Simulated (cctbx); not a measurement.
## Reading a Patterson map

Space group P4/nmm (no. 129, origin choice 1), a = 4.3460 Å, b = 4.3460 Å, c = 9.7380 Å, α = 90.00°, β = 90.00°, γ = 90.00°, content Ir2 Ho2 Sb2 As2 Ni2.

The data are simulated with cctbx, not measured: Mo Kα, λ = 0.71073 Å, to d = 0.6 Å, 80 % of the full sphere, strongest reflection 40000 counts, noise from counting, a 6 % proportional error and a noise floor of 2 counts (s.d.); no absorption, some extinction.

Patterson synthesis, origin scaled to 1000:

```text
Patterson group P 4/m m m
      u       v       w   height  length (A)
  0.000   0.000   0.000   1000.0     0.00
  0.500   0.500   0.500    770.8     5.76
  0.500   0.500   0.127    564.3     3.31
  0.000   0.000   0.381    513.3     3.71
  0.500   0.500   0.256    272.9     3.96
  0.000   0.000   0.249    219.5     2.43
  0.000   0.500   0.251    218.0     3.27
  0.000   0.500   0.127    211.8     2.50
  0.000   0.500   0.374    195.2     4.24
  0.000   0.000   0.500     76.3     4.87
  0.500   0.500   0.000     72.6     3.07
  0.000   0.208   0.000     22.1     0.91
  0.000   0.000   0.089     21.5     0.87
  0.000   0.167   0.051     17.1     0.88
```

**Question.** Which atom pairs make the peaks, and where is the heaviest atom?

A peak at u stands for all pairs with xi − xj = u, with weight Σ ZiZj against Σ Z² = 29784 at the origin. Peak heights follow these weights only roughly, since form factors, motion and series ripples differ, all vectors within 0.55 Å of a peak are counted as merged into it though the farther ones add only part of their weight, and F(000) is left out, which lowers the whole map:

| u | v | w | shortest length (Å) | height | 1000 ΣZiZj/ΣZ² | pairs in the cell |
| --- | --- | --- | --- | --- | --- | --- |
| 0.500 | 0.500 | 0.500 | 5.76 | 771 | 953 | 4 × Ir–Sb, 2 × Ho–Ho, 4 × As–Ni |
| 0.500 | 0.500 | 0.127 | 3.31 | 564 | 576 | 2 × Ir–Ho, 2 × Ho–Sb |
| 0.000 | 0.000 | 0.381 | 3.71 | 513 | 576 | 2 × Ir–Ho, 2 × Ho–Sb |
| 0.500 | 0.500 | 0.256 | 3.96 | 273 | 286 | 1 × Ir–Ir, 1 × Sb–Sb |
| 0.000 | 0.000 | 0.249 | 2.42 | 220 | 264 | 2 × Ir–Sb |
| 0.000 | 0.500 | 0.251 | 3.27 | 218 | 274 | 2 × Ho–As, 2 × Ho–Ni |
| 0.000 | 0.500 | 0.127 | 2.50 | 212 | 267 | 2 × Ir–As, 2 × Sb–Ni |
| 0.000 | 0.500 | 0.374 | 4.24 | 195 | 258 | 2 × Ir–Ni, 2 × Sb–As |
| 0.000 | 0.000 | 0.500 | 4.87 | 76 | 124 | 4 × As–Ni |
| 0.500 | 0.500 | 0.000 | 3.07 | 73 | 126 | 2 × As–As, 2 × Ni–Ni |

The table stops at ten peaks or at a height of 45, below which ripples compete. In the model behind the data Ir, the heaviest element, has 1 independent site: (1/2, 0, 0.3713), up to an allowed shift of origin; the Ir–Ir vectors are differences of these positions and their symmetry mates. Elements of similar Z can't be told apart from the map alone. The whole model:

```csv
atom,mult.,x,y,z,Ueq (Å²)
Ir1,2,1/2,0,0.3713,0.0026
Ho1,2,1/2,0,0.7598,0.0034
Sb1,2,1/2,0,0.1212,0.0087
As1,2,1/2,1/2,1/2,0.0060
Ni1,2,1/2,1/2,0,0.0041
```

This is a model crystal, built by substitution and not relaxed, with assumed displacement parameters.

[Logs are printed without paths, hosts, clocks, repeated set-up lines and the standing remarks that a program may print on its own settings, such as how far it seeks lower states.]
